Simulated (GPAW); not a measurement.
# Near-edge structure at the La L₃ edge of LaS (Fm-3m), part 2 of 3

Aim: the near-edge shape at the La L₃ edge of LaS (Fm-3m), and what the core hole does to it.

GPAW 26.7.0; X-ray absorption from dipole matrix elements to empty bands, plane-wave PAW LDA.

So far. Step 2 (Ground state of the crystal): The mesh shows no gap, so the system is treated as a metal and the core electron is put at the Fermi level (neutral cell). Step 3 (Spectrum without a core hole, La atom 1): Main maxima below 30 eV (height): 3.0 eV (2.06) and 24.2 eV (0.88). At an L edge the dipole rule selects empty d (and weakly s) states on the absorber, and the strong line at the onset measures the empty part of its d band.

## Step 5: Spectrum with XCH, La atom 1

The holes are 7.2 Å apart. In GPAW the data set carries the hole's charge, so charge=0 means a charged cell and charge=-1 a neutral one. The excited electron is kept in the cell, where it fills the lowest empty states and screens the hole. After the field has converged, empty bands are computed with the density fixed and the dipole matrix elements are summed.

File xas.py:

```python
import numpy as np
from ase import Atoms
from ase.parallel import parprint, paropen
from gpaw import GPAW, PW, FermiDirac, Mixer, MixerDif, setup_paths
from gpaw.test import gen
setup_paths.insert(0, '.')
gen('La', name='fch2p', xcname='LDA', corehole=(2, 1, 1), write_xml=True)
from gpaw.mpi import world
world.barrier()

atoms = Atoms('La6S6',
    cell=[[5.854, -2.927, 2.927],
     [2.927, 2.927, 5.854],
     [-2.927, -5.854, 2.927]],
    scaled_positions=[[0, 0, 0],
     [0.33333333, 0.33333333, 0],
     [0.16666667, 0.16666667, 0.5],
     [0.66666667, 0.66666667, 0],
     [0.5, 0.5, 0.5],
     [0.83333333, 0.83333333, 0.5],
     [0.08333333, 0.58333333, 0.75],
     [0.41666667, 0.91666667, 0.75],
     [0.25, 0.75, 0.25],
     [0.75, 0.25, 0.75],
     [0.58333333, 0.08333333, 0.25],
     [0.91666667, 0.41666667, 0.25]],
    pbc=True)
atoms.calc = calc = GPAW(legacy_gpaw=True, mode=PW(430), xc='LDA', setups={0: 'fch2p'},
    kpts={'size': (3, 3, 3), 'gamma': True}, occupations=FermiDirac(0.1),
    charge=-1, mixer=Mixer(0.1, 5, 50), maxiter=150,
    convergence={'density': 0.0001}, txt='scf.txt')
energy = atoms.get_potential_energy() + calc.get_reference_energy()
ef = calc.get_fermi_level()
out = dict(energy=energy, fermi=ef, forces=atoms.get_forces().tolist())
parprint(f'all-electron energy {energy:.4f} eV, Fermi level {ef:.4f} eV')
ev = np.array([[calc.get_eigenvalues(k, s) for k in range(len(calc.get_ibz_k_points()))] for s in range(calc.get_number_of_spins())])
out['homo'], out['lumo'], out['counts'] = ev[ev < ef].max(), ev[ev > ef].min(), sorted(set((ev < ef).sum((0, 2)).tolist()))
out['filled'] = (ev[:, 0] < ef).sum(1).tolist()

from ase.units import Ha
from gpaw.xas import dipole_matrix_elements
nb = int(calc.get_number_of_electrons() / 2) + 211
top, nb = nb, nb + 8 + nb // 12
nscf = calc.fixed_density(kpts={'size': (3, 3, 3), 'gamma': True}, nbands=nb,
    convergence={'bands': top, 'eigenstates': 1e-5}, maxiter=60, txt='nscf.txt')
cell = atoms.cell.array
ops = [cell.T @ U.T @ np.linalg.inv(cell.T) for U in nscf.wfs.kd.symmetry.op_scc]
E = np.arange(-6, 34, 0.1)
fwhm = np.interp(E, [4, 25], [3.41, 3.5])
Y, X, zero, highest = 0, 0, 1e9, 1e9
for spin in range(nscf.get_number_of_spins()):
    wfs = nscf.wfs
    A = dipole_matrix_elements(wfs.setups[0])
    eps = np.zeros((wfs.kd.nibzkpts, nb))
    d = np.zeros((3, A.shape[1], wfs.kd.nibzkpts, nb), complex)
    for kpt in wfs.kpt_u:
        if kpt.s == spin and 0 in kpt.P_ani:
            eps[kpt.k] = kpt.eps_n * Ha
            d[:, :, kpt.k] = (kpt.weight * wfs.nspins / 2) ** 0.5 * np.inner(A, kpt.P_ani[0])
    world.sum(eps)
    world.sum(d)
    T = np.einsum('amkn,bmkn->abkn', d, d.conj()).real
    T = sum(np.einsum('ai,ijkn,bj->abkn', R, T, R) for R in ops) / len(ops)
    empty = eps > ef
    zero, highest = min(zero, eps[empty].min()), min(highest, eps[:, top - 1].min())
    lines = [(eps, T, empty)] if spin == 0 else lines + [(eps, T, empty)]
for eps, T, empty in lines:
    f = np.einsum('aakn->akn', T).reshape(3, -1)
    x = eps.ravel() - zero
    w = np.interp(x, E, fwhm) / 2.35482
    g = np.exp(-0.5 * ((E[:, None] - x) / w) ** 2) / (w * (2 * np.pi) ** 0.5)
    Y = Y + (f * empty.ravel()) @ g.T
    X = X + (f * ~empty.ravel()) @ g.T
out.update(E=E.round(2).tolist(), xas=Y.tolist(), xes=X.tolist(), zero=zero, valid=highest - zero, nk=len(eps), nb=nb)
for i in range(0, len(E), 10):
    parprint(f'{E[i]:7.2f}', *(f'{v:10.3e}' for v in Y[:, i]))
import json
with paropen('out.json', 'w') as f:
    json.dump(out, f)
```

Run with:

```bash
OMP_NUM_THREADS=1 mpirun -n 4 gpaw python xas.py
```

Numbers of over 12 decimals in the logs are rounded to 6 here.

Output:

```text
Input parameters:
  charge: -1
  convergence: {density: 0.0001}
  kpts: {gamma: True,
         size: (3, 3, 3)}
  maxiter: 150
  mixer: {backend: pulay,
          beta: 0.1,
          method: separate,
          nmaxold: 5,
          weight: 50}
  mode: {ecut: 430.0,
         name: pw}
  occupations: {fixmagmom: False,
                name: fermi-dirac,
                width: 0.1}
  setups: {0: fch2p}

Initialize ...

[... PAW data sets ...]

Reference energy: -1444862.636235  # eV

Spin-paired calculation

[... convergence settings ...]
Symmetries present (total): 4
  [... symmetry matrices ...]

27 k-points: 3 x 3 x 3 Monkhorst-Pack grid
10 k-points in the irreducible part of the Brillouin zone
       k-points in crystal coordinates                weights
   0:     0.00000000    0.00000000    0.00000000          1/27
   1:     0.00000000    0.00000000    0.33333333          2/27
   2:     0.33333333   -0.33333333   -0.33333333          2/27
   3:     0.33333333   -0.33333333    0.00000000          2/27
   4:     0.33333333   -0.33333333    0.33333333          2/27
   5:     0.33333333    0.00000000   -0.33333333          4/27
   6:     0.33333333    0.00000000    0.00000000          4/27
   7:     0.33333333    0.00000000    0.33333333          4/27
   8:     0.33333333    0.33333333    0.00000000          2/27
   9:     0.33333333    0.33333333    0.33333333          4/27

Wave functions: Plane wave expansion
  Cutoff energy: 430.000 eV
  Number of coefficients (min, max): 6043, 6108
  Pulay-stress correction: 0.000000 eV/Ang^3 (de/decut=0.000000)
  Using FFTW library
  Wavefunction extrapolation:
    Improved wavefunction reuse through dual PAW basis

Occupation numbers: Fermi-Dirac:
  width: 0.1000  # eV

Eigensolver
   Davidson(niter=2)

Densities:
  Coarse grid: 35*35*35 grid
  Fine grid: 70*70*70 grid
  Total Charge: 0.000000

Density mixing:
  Method: separate
  Backend: pulay
  Linear mixing parameter: 0.1
  old densities: 5
  Width of damping distribution: 1.1
  Damping of long wavelength oscillations: 50

[... Hamiltonian set-up ...]
Number of atoms: 12
Number of atomic orbitals: 134
Number of bands in calculation: 66
Number of valence electrons: 103
Bands to converge: occupied

... initialized

Initializing position-dependent things.

Density initialized from atomic densities
Creating initial wave functions:
  66 bands from LCAO basis set

                S      La
                  S      La

         S      La     S

              S   La

         La     S

           La

Atomic positions and initial magnetic moments

Positions:
   0 La     0.000000    0.000000    0.000000    ( 0.0000,  0.0000,  0.0000)
   1 La     2.927000   -0.000000    2.927000    ( 0.0000,  0.0000,  0.0000)
   2 La     0.000000   -2.927000    2.927000    ( 0.0000,  0.0000,  0.0000)
   3 La     5.854000   -0.000000    5.854000    ( 0.0000,  0.0000,  0.0000)
   4 La     2.927000   -2.927000    5.854000    ( 0.0000,  0.0000,  0.0000)
   5 La     5.854000   -2.927000    8.781000    ( 0.0000,  0.0000,  0.0000)
   6 S     -0.000000   -2.927000    5.854000    ( 0.0000,  0.0000,  0.0000)
   7 S      2.927000   -2.927000    8.781000    ( 0.0000,  0.0000,  0.0000)
   8 S      2.927000    0.000000    5.854000    ( 0.0000,  0.0000,  0.0000)
   9 S      2.927000   -5.854000    5.854000    ( 0.0000,  0.0000,  0.0000)
  10 S      2.927000   -2.927000    2.927000    ( 0.0000,  0.0000,  0.0000)
  11 S      5.854000   -2.927000    5.854000    ( 0.0000,  0.0000,  0.0000)

Unit cell:
           periodic     x           y           z      points  spacing
  1. axis:    yes    5.854000   -2.927000    2.927000    35     0.1696
  2. axis:    yes    2.927000    2.927000    5.854000    35     0.1696
  3. axis:    yes   -2.927000   -5.854000    2.927000    35     0.1931

  Lengths:   7.169656   7.169656   7.169656
  Angles:   99.594068  80.405932  60.000000

Effective grid spacing dv^(1/3) = 0.1915

iter:   1  -101.157572
iter:   2   -97.544646   +0.01  -0.98
iter:   3   -97.108311   -0.43  -1.20
iter:   4   -96.913966   -0.40  -1.36
iter:   5   -97.132487   -0.48  -1.63
iter:   6   -96.993862   -1.04  -1.88
iter:   7   -97.007256   -1.47  -2.27
iter:   8   -97.015565c  -1.72  -2.55
iter:   9   -97.016656c  -1.85  -2.43
iter:  10   -97.018843c  -2.05  -2.70
iter:  11   -97.021003c  -2.36  -2.77
iter:  12   -97.021000c  -2.58  -2.75
iter:  13   -97.021876c  -2.89  -2.83
iter:  14   -97.022439c  -3.04  -3.01
[...]
iter:  20   -97.023180c  -4.21  -3.72
iter:  21   -97.023170c  -4.36  -3.85
iter:  22   -97.023204c  -4.54  -3.96
iter:  23   -97.023272c  -4.68  -4.00c
iter:  24   -97.023272c  -4.84  -4.13c
iter:  25   -97.023267c  -4.97  -4.36c
iter:  26   -97.023302c  -5.09  -4.45c
iter:  27   -97.023306c  -5.24  -4.85c
iter:  28   -97.023323c  -5.37  -4.89c
iter:  29   -97.023323c  -5.50  -5.07c
[...]
iter:  43   -97.023336c  -7.26  -5.11c
iter:  44   -97.023340c  -7.32  -5.23c
iter:  45   -97.023345c  -7.31  -5.40c
iter:  46   -97.023345c  -7.48c -5.67c

Converged after 46 iterations.

Dipole moment: (-0.000000, 0.000000, -0.000000) |e|*Ang

Energy contributions relative to reference atoms: (reference = -1444862.636235)

Kinetic:       +103.010446
Potential:      -92.109785
External:        +0.000000
XC:            -104.262904
Entropy (-ST):   -0.204474
Local:           -3.558865
SIC:             +0.000000
--------------------------
Free energy:    -97.125583
Extrapolated:   -97.023345

Showing only first 2 kpts
 Kpt  Band  Eigenvalues  Occupancy
  0    49     10.11934    1.63633
  0    50     10.13128    1.59942
  0    51     10.49098    0.19726
  0    52     10.63404    0.05101

  1    49     10.25777    1.05971
  1    50     10.32488    0.73104
  1    51     10.57935    0.08653
[...]
Fermi level: 10.26973

No gap
No difference between direct/indirect transitions

Forces in eV/Ang:
  0 La    0.00000    0.00000    0.00000
  1 La    0.01728    0.00000    0.01728
  2 La   -0.10242    0.00000   -0.10242
  3 La   -0.01728    0.00000   -0.01728
  4 La    0.00000    0.00000    0.00000
  5 La    0.10242    0.00000    0.10242
  6 S    -0.01233    0.00636    0.12903
  7 S    -0.12903    0.00636    0.01233
  8 S    -0.00629    0.13705    0.00629
  9 S     0.00629   -0.13705   -0.00629
 10 S     0.12903   -0.00636   -0.01233
 11 S     0.01233   -0.00636   -0.12903
Scalar-relativistic atomic LDA calculation for La (Lanthanum, Z=57)
Core hole in 2p state (2p occupation: 5.0)
900 radial gridpoints.
|------------------------------------------------|
|------------------------------------------------|
[... the atom generator's iteration count ...]

Energy contributions:
-------------------------
Kinetic:    +8748.843728
XC:          -189.860018
Potential: -16835.740279
-------------------------
Total:      -8276.756569

state      eigenvalue         ekin         rmax
-----------------------------------------------
1s^2.0 : -1430.090870  1825.605778        0.016
2s^2.0 :  -232.008666   390.335700        0.091
2p^5.0 :  -209.409631   363.783793        0.073
3s^2.0 :   -50.721134   118.184554        0.258
3p^6.0 :   -43.365988   109.424064        0.252
3d^10.0:   -32.759071   101.569137        0.205
4s^2.0 :   -10.742130    36.575866        0.598
4p^6.0 :    -8.291415    32.203369        0.622
4d^10.0:    -4.700273    25.923148        0.649
5s^2.0 :    -1.901609     8.690369        1.359
5p^6.0 :    -1.249815     6.677963        1.511
5d^1.0 :    -0.432767     3.325229        1.975
6s^2.0 :    -0.367734     1.529888        3.343
-----------------------------------------------
(units: Bohr and Hartree)

Generating PAW setup
Kinetic energy of the core from tauc = 9023.334183446586
Cutoffs:
rc(s)=2.300
rc(p)=2.000
rc(d)=1.900
rc(vbar)=1.710
rc(comp)=1.900
rc(nct)=2.300

Kinetic energy of the core states: 8685.010208
Charge: 1.0
Core electrons: 45.0
Valence electrons: 11.0
Pseudo-core charge: 0.181409
Shape function alpha=2.770
Pseudo-electron charge 12.637474
state    eigenvalue         norm
--------------------------------
5s(2) :    -1.901609     1.384701
6s(2) :    -0.367734     1.058792
5p(6) :    -1.249815     1.095522
*p    :    -0.249815
5d(1) :    -0.432767     0.995948
*d    :     0.567233
--------------------------------

Diagonalizing with gridspacing h=0.050

state   all-electron     PAW
-------------------------------
5s:      -1.901609    -1.902574
5p:      -1.249815    -1.250864
5d:      -0.432767    -0.433289
*f:                   -0.052522
-------------------------------
all-electron energy -1444959.6596 eV, Fermi level 10.2697 eV
[...]
31.00  1.672e-06  1.653e-06  1.672e-06
  32.00  1.790e-06  1.785e-06  1.790e-06
  33.00  1.780e-06  1.804e-06  1.780e-06
```

It took 5.7 min on 4 MPI ranks of Arm Neoverse V1, shared host; peak memory 0.45 GiB; 23 min of CPU time.

The La L₃ spectrum, La atom 1, excited-electron core hole (neutral cell) (energy from the lowest empty level; intensity scaled to a mean of 1 over the first 20 eV):

| E (eV) | intensity |
| --- | --- |
| -2.00 | 0.16 |
| -1.25 | 0.40 |
| -0.50 | 0.81 |
| 0.25 | 1.38 |
| 1.00 | 1.98 |
| 1.75 | 2.40 |
| 2.50 | 2.48 |
| 3.25 | 2.20 |
| 4.00 | 1.73 |
| 4.75 | 1.25 |
| 5.50 | 0.91 |
| 6.25 | 0.73 |
| 7.00 | 0.68 |
| 7.75 | 0.70 |
| 8.50 | 0.73 |
| 9.25 | 0.74 |
| 10.00 | 0.73 |
| 10.75 | 0.69 |
| 11.50 | 0.64 |
| 12.25 | 0.59 |
| 13.00 | 0.54 |
| 13.75 | 0.53 |
| 14.50 | 0.57 |
| 15.25 | 0.64 |
| 16.00 | 0.72 |
| 16.75 | 0.77 |
| 17.50 | 0.75 |
| 18.25 | 0.69 |
| 19.00 | 0.61 |
| 19.75 | 0.55 |
| 20.50 | 0.53 |
| 21.25 | 0.53 |
| 22.00 | 0.56 |
| 22.75 | 0.58 |
| 23.50 | 0.61 |
| 24.25 | 0.64 |
| 25.00 | 0.65 |
| 25.75 | 0.65 |
| 26.50 | 0.64 |
| 27.25 | 0.62 |
| 28.00 | 0.62 |
| 28.75 | 0.63 |

Main maxima below 28 eV (height): 2.2 eV (2.49), 9.2 eV (0.74) and 17.0 eV (0.77). 

## Step 6: Cell without a hole, the energy reference

The cell and mesh change for the next run, so it gets a reference energy of its own.

File scf.py:

```python
import numpy as np
from ase import Atoms
from ase.parallel import parprint, paropen
from gpaw import GPAW, PW, FermiDirac, Mixer, MixerDif, setup_paths
from gpaw.test import gen
setup_paths.insert(0, '.')
gen('La', name='nch2p', xcname='LDA', corehole=(2, 1, 0), write_xml=True)
from gpaw.mpi import world
world.barrier()

atoms = Atoms('LaS',
    cell=[[0, 2.927, 2.927],
     [2.927, 0, 2.927],
     [2.927, 2.927, 0]],
    scaled_positions=[[0, 0, 0],
     [0.5, 0.5, 0.5]],
    pbc=True)
atoms.calc = calc = GPAW(legacy_gpaw=True, mode=PW(430), xc='LDA', setups={0: 'nch2p'},
    kpts={'size': (5, 5, 5), 'gamma': True}, occupations=FermiDirac(0.1),
    charge=0, mixer=Mixer(0.1, 5, 50), maxiter=150,
    convergence={'density': 0.0001}, txt='scf.txt')
energy = atoms.get_potential_energy() + calc.get_reference_energy()
ef = calc.get_fermi_level()
out = dict(energy=energy, fermi=ef, forces=atoms.get_forces().tolist())
parprint(f'all-electron energy {energy:.4f} eV, Fermi level {ef:.4f} eV')
ev = np.array([[calc.get_eigenvalues(k, s) for k in range(len(calc.get_ibz_k_points()))] for s in range(calc.get_number_of_spins())])
out['homo'], out['lumo'], out['counts'] = ev[ev < ef].max(), ev[ev > ef].min(), sorted(set((ev < ef).sum((0, 2)).tolist()))
out['filled'] = (ev[:, 0] < ef).sum(1).tolist()
import json
with paropen('out.json', 'w') as f:
    json.dump(out, f)
```

Run with:

```bash
OMP_NUM_THREADS=1 mpirun -n 4 gpaw python scf.py
```

Output:

```text
Input parameters:
  convergence: {density: 0.0001}
  kpts: {gamma: True,
         size: (5, 5, 5)}
  maxiter: 150
  mixer: {backend: pulay,
          beta: 0.1,
          method: separate,
          nmaxold: 5,
          weight: 50}
  mode: {ecut: 430.0,
         name: pw}
  occupations: {fixmagmom: False,
                name: fermi-dirac,
                width: 0.1}
  setups: {0: nch2p}

Initialize ...

[...]
6s(2) :    -0.140036     1.051500
5p(6) :    -0.826369     1.094764
*p    :     0.173631
5d(1) :    -0.117867     0.994321
*d    :     0.882133
--------------------------------

Diagonalizing with gridspacing h=0.050

state   all-electron     PAW
-------------------------------
5s:      -1.434450    -1.435315
5p:      -0.826369    -0.827266
5d:      -0.117867    -0.118176
*f:                    0.054381
-------------------------------
all-electron energy -241666.5261 eV, Fermi level 10.6410 eV
[key lines of the parts left out:]
Converged after 12 iterations.
Dipole moment: (-0.000000, -0.000000, 0.000000) |e|*Ang
Free energy:    -14.273109
Fermi level: 10.64096
```

It took 5.3 s on 4 MPI ranks; peak memory 0.16 GiB.

[end of part 2 of 3]

[Banner, clock and machine lines of the logs are left out without a mark of their own.]

[Logs are printed without paths, hosts, clocks, repeated set-up lines and the standing remarks that a program may print on its own settings, such as how far it seeks lower states.]

[Hosts, paths, dates, database ids (printed as entryN), source tags and the programs' standing remarks are cut or masked in the printed files.]

[Lists of maxima count a maximum above −3 eV only where it reaches 4 % of the highest in the window and stands out from its surroundings by 2 % of it (1.5 % where it reaches 55 %); shoulders and weaker maxima are passed over, and of the rest the first, up to two pre-edge ones and the few strongest are named.]
